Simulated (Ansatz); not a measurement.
**A failed many-body run on Zn3SbN3 (Cm)**

A first try at the G0W0 gap of Zn3SbN3 (Cm), what the program said, and an input that works.

Calculated with Ansatz 0.2.0; G0W0 on PBE, plane waves, PAW; PAW set soft_1.

## Step 1: The structure

It takes space group Cm (No. 8, monoclinic). The conventional cell has a = 6.788 Å, b = 6.566 Å, c = 5.577 Å, α = 90.00°, β = 125.21°, γ = 90.00°. Zn has 3 N at 1.95 to 1.96 Å nearest. Nearest to Zn lie 3 N at 1.97 to 2.00 Å. Nearest to Sb lie 3 N at 2.04 to 2.06 Å. N has 3 Zn at 1.96 to 2.00 Å and 1 Sb at 2.06 Å nearest. N has 3 Zn at 1.95 to 1.97 Å and 1 Sb at 2.04 Å nearest. Farther neighbours and most contacts between anions are not listed.

The cell and positions are those that the Materials Project relaxed with its own functionals (PBE, PBE+U or r2SCAN), kept fixed. Spin-orbit coupling is left out unless a step names it.

## Step 2: First try

Contents of input.yaml:

```yaml
crystal:
  lattice:
    - [3.3938895471, -3.283248115, 0.0]
    - [3.3938895471, 3.283248115, 0.0]
    - [-3.2155964401, 0.0, 4.5561292986]
  atoms:
    - { symbol: Zn, position: [0.64265811, 0.64265811, 0.11808447] }
    - { symbol: Zn, position: [0.75601403, 0.31486041, 0.51982585] }
    - { symbol: Zn, position: [0.31486041, 0.75601403, 0.51982585] }
    - { symbol: Sb, position: [0.06050886, 0.06050886, 0.00241463] }
    - { symbol: "N", position: [0.41103526, 0.94206134, 0.29988336] }
    - { symbol: "N", position: [0.94206134, 0.41103526, 0.29988336] }
    - { symbol: "N", position: [0.698722, 0.698722, 0.81219049] }
kpoints:
  mp_grid: { grid: [4, 4, 4] }
hamiltonian:
  xc: pbe
  pseudopotentials: { kind: paw, azcp: { folder: soft_1 } }
scf:
  occupations: { method: fixed }
gw:
  n_empty_bands: 107
  ecut_chi: 5
  qp_bands: [v2, c2]
  qp_kpoints: band_edges
  screening: { model: contour_deformation }
```

Started as:

```
ansatz run input.yaml --threads 2 --pin off --max-ram 92160MiB --backend cuda --events-out ev --progress --plain --runs-dir out --devices 1 --max-vram 13GiB
```

Numbers of over 12 decimals in the logs are rounded to 6 here.

The program printed:

```text
GPUs: using 1 of 1 available (devices: 1).
Engine: ansatz 0.2.0, x86_64-unknown-linux-gnu
Pseudopotentials: kind: paw
Pseudopotential: Zn, paw, valence charge 12, recommended cutoff 420 eV (normal), soft_1/Zn.paw.azcp
Pseudopotential: Sb, paw, valence charge 15, recommended cutoff 420 eV (normal), soft_1/Sb.paw.azcp
Pseudopotential: N, paw, valence charge 5, recommended cutoff 420 eV (normal), soft_1/N.paw.azcp
Functional definition: PBE
  parameter kappa = 0.804
  parameter beta = 0.066725
  exchange = pbe_x(kappa = kappa, mu = beta*pi^2/3)
  correlation = pbe_c(beta = beta)
device memory: the entry about to start is reckoned to put 1.4 GiB on a device that reports 70.2 GiB free (of which the cap on the GPU budget leaves the run 13.0 GiB)
GPU FFT provider: cuFFT
GPU libraries: cuBLAS 13.8.2, cuFFT 12.4.0, cuSOLVER 12.3.4
Crystal: 7 atoms, lattice volume = 101.538 Å³
Basis set: ecut = 420 eV, 1987 PW (Γ)
Bands: 40, of which v1, the nominal top of the filled ones, is band 33 counted from 1 (32 counted from 0)
Symmetry: 2 space group operations
Space group: Cm (ITA 8), of the structure as read, at distance tolerance 4.7e-5 Å
k-points: 24 of 64 (time reversal used)
Non-local potential: Zn, projectors of the file, l = 0: 2, l = 1: 2, l = 2: 3, l = 3: 1
Non-local potential: Sb, projectors of the file, l = 0: 2, l = 1: 2, l = 2: 2, l = 3: 1
Non-local potential: N, projectors of the file, l = 0: 2, l = 1: 2, l = 2: 1
PAW form: soft (Blöchl's): semilocal exchange-correlation on the pseudo side does not see the compensation charge
PAW one-centre angular grid: Zn, 590 points (default); XC on 64 Gauss nodes
PAW one-centre angular grid: Sb, 590 points (default); XC on 64 Gauss nodes
PAW one-centre angular grid: N, 110 points (default); XC on 64 Gauss nodes
Initial density: superposition of atomic densities (chi_scale 0.1, normalization cell, long waves kept (reshape's long-wave potential 0.03 eV rms))
Initial wavefunctions: pseudopotential atomic-orbital guess
GPU buffer pool allocated for 40960 grid points (all kernels)
GPU transforms: local potential and band sums: pruned to the plane-wave sphere, on 32×32×40
Functional: x = pbe(κ = 0.804, μ = 0.219515), c = pbe(β = 0.066725)
SCF iter   1: F=—  HF=-17594.624425 eV  |F-HF|=—  |Δ(HF+E_count)|=         —  Δρ=7.68e-2  dr2=7.41e0  ethr=3.10e-3  ⟨swp⟩=4.9  Hψ=3781  notcnv=0  defer=117
preconditioner: auto → Resta (q_TF=auto, 2.539 Å⁻¹)  ε∞=5.2  [insulator: Δε(μ)=2.150 eV  Ē_g=14.526 eV  n_scr=30 (ndim 8)  ℏωp=29.9 eV  f_vac=0.006  ε∞_Penn≈5.2]
SCF iter   2: F=—  HF=-17592.876989 eV  |F-HF|=—  |Δ(HF+E_count)|=    1.75e0  Δρ=2.91e-2  dr2=5.28e-1  ethr=3.10e-3  ⟨swp⟩=3.0  Hψ=1963  notcnv=0  defer=120
SCF iter   3: F=—  HF=-17592.782953 eV  |F-HF|=—  |Δ(HF+E_count)|=   9.40e-2  Δρ=1.55e-2  dr2=1.94e-1  ethr=8.00e-4  ⟨swp⟩=3.0  Hψ=1775  notcnv=0  defer=120
SCF iter   4: F=—  HF=-17592.777374 eV  |F-HF|=—  |Δ(HF+E_count)|=   5.58e-3  Δρ=9.10e-3  dr2=4.52e-2  ethr=2.93e-4  ⟨swp⟩=2.2  Hψ=1516  notcnv=0  defer=120
SCF iter   5: F=—  HF=-17592.765761 eV  |F-HF|=—  |Δ(HF+E_count)|=   1.16e-2  Δρ=2.02e-3  dr2=3.27e-3  ethr=6.84e-5  ⟨swp⟩=2.0  Hψ=1776  notcnv=0  defer=120
SCF iter   6: F=—  HF=-17592.767302 eV  |F-HF|=—  |Δ(HF+E_count)|=   1.54e-3  Δρ=4.10e-4  dr2=1.85e-4  ethr=4.95e-6  ⟨swp⟩=2.0  Hψ=1582  notcnv=0  defer=120
SCF iter   7: F=—  HF=-17592.767482 eV  |F-HF|=—  |Δ(HF+E_count)|=   1.80e-4  Δρ=2.57e-4  dr2=6.60e-5  ethr=2.81e-7  ⟨swp⟩=2.0  Hψ=1693  notcnv=0  defer=119
SCF iter   8: F=—  HF=-17592.767503 eV  |F-HF|=—  |Δ(HF+E_count)|=   2.10e-5  Δρ=2.21e-4  dr2=4.39e-5  ethr=1.00e-7  ⟨swp⟩=2.0  Hψ=1560  notcnv=0  defer=76
SCF iter   9: F=—  HF=-17592.767495 eV  |F-HF|=—  |Δ(HF+E_count)|=   8.11e-6  Δρ=4.50e-5  dr2=1.52e-6  ethr=6.66e-8  ⟨swp⟩=2.0  Hψ=1486  notcnv=0  defer=74
[...]
device memory: the entry about to start is reckoned to put 2.9 GiB on a device that reports 70.2 GiB free (of which the cap on the GPU budget leaves the run 13.0 GiB)
NSCF: frozen V_eff on 24 k-points
G₀W₀ screening: q 1/24
[... further progress lines ...]
device memory: the entry about to start is reckoned to put 0.6 GiB on a device that reports 64.6 GiB free (of which the cap on the GPU budget leaves the run 13.0 GiB)
NSCF: frozen V_eff on 1 k-points
device memory: the entry about to start is reckoned to put 0.6 GiB on a device that reports 64.6 GiB free (of which the cap on the GPU budget leaves the run 13.0 GiB)
NSCF: frozen V_eff on 1 k-points
device memory: the entry about to start is reckoned to put 0.6 GiB on a device that reports 64.6 GiB free (of which the cap on the GPU budget leaves the run 13.0 GiB)
NSCF: frozen V_eff on 1 k-points
device memory: the entry about to start is reckoned to put 0.6 GiB on a device that reports 64.6 GiB free (of which the cap on the GPU budget leaves the run 13.0 GiB)
NSCF: frozen V_eff on 1 k-points
SCF converged after 12 iterations
Free energy (F): -17592.767496 eV
Harris-Foulkes:  -17592.767496 eV  (|F-HF|=9.56e-9)
Internal energy: -17592.767496 eV  (E = F + TS)
E sigma→0 (E₀):  -17592.767496 eV
Fermi energy:    8.560593 eV
--- Per-component energies (eV) ---
  E_band       = -45.593184
  E_kinetic    = 987.518133
  E_local      = -8043.394320  (includes V_loc(G=0)·N_el)
  E_nonlocal   = 2958.273456
  E_hartree    = 3098.834214
  E_xc         = -510.365500
  E_vxc        = -467.213660  (∫ρ·V_xc dr)
  E_paw        = -10621.606737  (= ΣΔE_a)
  E_vpaw       = -1678.443080  (= ΣTr[D̂ρ^β])
  E_aug_tail   = 0.002015  (compensation charges beyond the density's cutoff)
  E_ewald      = -5462.028759
  E_smearing   = -0.000000  (= −TS)
  E_closure    = 0.000000  (closes the sum)
  Σ components = -17592.767496   (vs F -17592.767496, Δ=0.00e0)
--- Band table (eV; the first three rows and the last of 24) ---
  k-point 0: bands = [... 29 lower, 5.9511, 7.2895, 7.6413, 7.9778, 10.8624, 11.8003, 12.5909, 12.9973, ... 3 higher]
  k-point 1: bands = [... 29 lower, 6.4645, 7.3551, 7.6157, 8.3549, 9.9926, 11.9221, 12.2162, 13.1084, ... 3 higher]
  k-point 2: bands = [... 29 lower, 7.0056, 7.1857, 7.3892, 8.2869, 10.3845, 11.2203, 11.4816, 13.4601, ... 3 higher]
  k-point 23: bands = [... 29 lower, 7.2666, 7.4235, 7.9664, 8.4089, 11.7638, 12.5638, 13.1683, 13.3229, ... 3 higher]
--- G₀W₀: contour deformation, 6 samples at zero and on the imaginary axis and 2 off it, 64 q-points, 107 empty bands' worth ---
  eigenvalues of the whole cell's RPA ε∞ on this k-mesh (on a slab, of 1 + 4πα/V) = 7.9467, 8.7797, 8.9060; static W/v taken at q = 0 is 0.117218
  gw.qp_kpoints: band_edges: 24 of 24 stored k-points solved, in 2 passes; an edge of the gap read off the rows below is read off those points alone
    ik  band        ε_KS         Σx   Σc(E_QP)       V_xc       Z   E_QP_lin       E_QP  E_QP is
     0    32      7.6413   -25.2702     3.2166   -20.9073  0.8166     6.4602     6.4950  root
     0    33      7.9778   -25.3477     3.0191   -21.1778  0.8189     6.7937     6.8271  root
     0    34     10.8624   -10.7158    -2.7964   -14.5119  0.8333    11.8807    11.8620  root
     0    35     11.8003   -13.2262    -2.7989   -16.9492  0.8227    12.7431    12.7243  root
     1    32      7.6157   -25.2692     3.2367   -20.9011  0.8171     6.4510     6.4843  root
     1    33      8.3549   -23.5305     2.6552   -20.0887  0.8247     7.5566     7.5684  root
     1    34      9.9926   -11.6020    -2.4913   -14.9433  0.8374    10.8538    10.8426  root
     1    35     11.9221   -10.3239    -3.0924   -14.6183  0.8230    13.1625    13.1241  root
     2    32      7.3892   -24.3689     3.2699   -20.0658  0.8152     6.3282     6.3560  root
     2    33      8.2869   -23.1070     2.5186   -19.8979  0.8258     7.5878     7.5964  root
     2    34     10.3845   -11.6563    -2.6066   -15.2221  0.8327    11.3607    11.3437  root
     2    35     11.2203   -10.2083    -2.8862   -14.1243  0.8320    12.2719    12.2501  root
     3    32      7.5415   -25.6323     3.2673   -21.1519  0.8147     6.2869     6.3284  root
     3    33      8.3033   -23.4654     2.7294   -19.8973  0.8234     7.4504     7.4647  root
[...]
22    35     12.0825   -10.8490    -3.2046   -15.2930  0.8170    13.3667    13.3219  root
    23    32      7.9664   -26.6342     3.3023   -22.0748  0.8202     6.6676     6.7093  root
    23    33      8.4089   -25.8767     3.1414   -21.6702  0.8218     7.3182     7.3437  root
    23    34     11.7638    -9.1635    -3.1276   -13.4518  0.8241    12.9577    12.9245  root
    23    35     12.5638   -10.0490    -3.3748   -14.5820  0.8101    13.7650    13.7221  root
```

It took 19 s on 1 × NVIDIA H100 80GB HBM3 (shared by 6 runs) with 2 threads of AMD EPYC 7R13 (Zen 3), shared host; peak memory 1.2 GiB.

**Diagnosis.**

The run ended normally, though the input holds a fault or crude settings.

The fault: screening cutoff of a few eV. Such a cutoff keeps only a few plane waves in the dielectric matrix, so local fields and the Coulomb hole are lost.

It printed a gap of 3.18 eV, which is an artefact of the settings.

## Step 3: A better input

Now the one-shot GW correction: screening in the RPA, then the self-energy of the levels asked for. This step takes PAW set soft_1 files.

input.yaml: that of step 2 with these lines changed.

```diff
@@ -21,4 +21,4 @@
 gw:
-  n_empty_bands: 107
-  ecut_chi: 5
+  n_empty_bands: 423
+  ecut_chi: 150.0
   qp_bands: [v2, c2]
```

The program printed:

```text
GPUs: using 1 of 1 available (devices: 1).
[...]
GPU FFT provider: cuFFT
GPU libraries: cuBLAS 13.8.2, cuFFT 12.4.0, cuSOLVER 12.3.4
Crystal: 7 atoms, lattice volume = 101.538 Å³
Basis set: ecut = 420 eV, 1987 PW (Γ)
Bands: 40, of which v1, the nominal top of the filled ones, is band 33 counted from 1 (32 counted from 0)
[... 1 set-up line as in the run before ...]
[...]
k-points: 24 of 64 (time reversal used)
[...]
GPU buffer pool allocated for 40960 grid points (all kernels)
[...]
SCF iter   1: F=—  HF=-17594.624425 eV  |F-HF|=—  |Δ(HF+E_count)|=         —  Δρ=7.68e-2  dr2=7.41e0  ethr=3.10e-3  ⟨swp⟩=4.9  Hψ=3781  notcnv=0  defer=117
[...]
SCF iter  12: F=-17592.767496 eV  HF=-17592.767496 eV  |F-HF|=9.56e-9  |Δ(HF+E_count)|=   6.20e-9  Δρ=4.59e-6  dr2=1.83e-8  ethr=1.52e-10  ⟨swp⟩=9.4  Hψ=4252  notcnv=0
SCF 1 converged in 12 iterations: F = -17592.767496 eV  dr2 = 1.83e-8
[...]
0    32      7.6413   -25.2702     3.7199   -20.9073  0.7288     6.9881     6.9984  root
     0    33      7.9778   -25.3477     3.5231   -21.1778  0.7354     7.3215     7.3311  root
     0    34     10.8624   -10.7158    -3.6302   -14.5119  0.7796    11.0287    11.0282  root
     0    35     11.8003   -13.2262    -3.4763   -16.9492  0.7599    12.0482    12.0470  root
     1    32      7.6157   -25.2692     3.7463   -20.9011  0.7272     6.9843     6.9939  root
     1    33      8.3549   -23.5305     2.8749   -20.0887  0.7414     7.7818     7.7880  root
     1    34      9.9926   -11.6020    -3.2060   -14.9433  0.7815    10.1280    10.1278  root
     1    35     11.9221   -10.3239    -4.0376   -14.6183  0.7627    12.1804    12.1789  root
[...]
23    32      7.9664   -26.6342     3.9382   -22.0748  0.7286     7.3366     7.3453  root
    23    33      8.4089   -25.8767     3.6622   -21.6702  0.7280     7.8583     7.8645  root
    23    34     11.7638    -9.1635    -4.0535   -13.4518  0.7668    11.9997    11.9986  root
    23    35     12.5638   -10.0490    -4.2452   -14.5820  0.7477    12.8541    12.8517  root
[key lines of the parts left out:]
SCF converged after 12 iterations
Free energy (F): -17592.767496 eV
Fermi energy:    8.560593 eV
```

It took 39 s on 1 × NVIDIA H100 80GB HBM3 (shared by 6 runs) with 2 threads; peak memory 2.3 GiB; 59 s of CPU time.

This step gave:

* bands summed: 456
* RPA ε∞ on this mesh (eigenvalues): 7.182, 8.131, 8.167
* plane waves in the screening matrix: 427
* q-points in the mesh: 64
* G0W0 gap on the mesh: 2.140 eV
* k of the valence top: 0.25, -0.25, 0
* k of the conduction bottom: 0, 0, 0.25
* starting gap on the mesh: 1.432 eV
* Z at the valence top: 0.7401
* Z at the conduction bottom: 0.7815
* least direct G0W0 gap on the computed points: 2.340 eV

The gap on the mesh goes from 1.43 eV to 2.14 eV, a correction of +0.71 eV. Between the two edge states, bare exchange in place of the xc potential would open the gap by 7.02 eV, and correlation takes back 6.31 eV.

## Step 4: Results

| Quantity | Value |
| --- | --- |
| first try | converged after 19 s |
| better run | G0W0 gap on the mesh 2.14 eV (4×4×4 mesh, 423 empty bands, screening to 150 eV, PAW set soft_1 files) |

In words: The second run differs in: empty bands and screening cutoff (eV). Bands and cutoff are finite, so the gap is not at the basis limit. The miss can reach some tenths of an eV and take either sign; the mesh is an error of its own. A d shell, filled or nearly so, lies near the gap. One-shot GW converges very slowly in bands there, not always from below, and on a semilocal start the gap tends to come out low; starts rich in exact exchange can overshoot instead. The many-body steps are scalar-relativistic: spin-orbit coupling is not in them.

[Paths, hosts, dates, memory and timing lines, banners, echoed tables and standing remarks are left out of the program output.]

[Logs are printed without paths, hosts, clocks, repeated set-up lines and the standing remarks that a program may print on its own settings, such as how far it seeks lower states.]

[Runs of the session that timed out or met a known fault of the program may be left out.]

[Cells called generated may have been cut or substituted from an entry of the Crystallography Open Database or the Materials Project.]

[Hosts, paths, dates, database ids (printed as entryN), source tags and the programs' standing remarks are cut or masked in the printed files.]
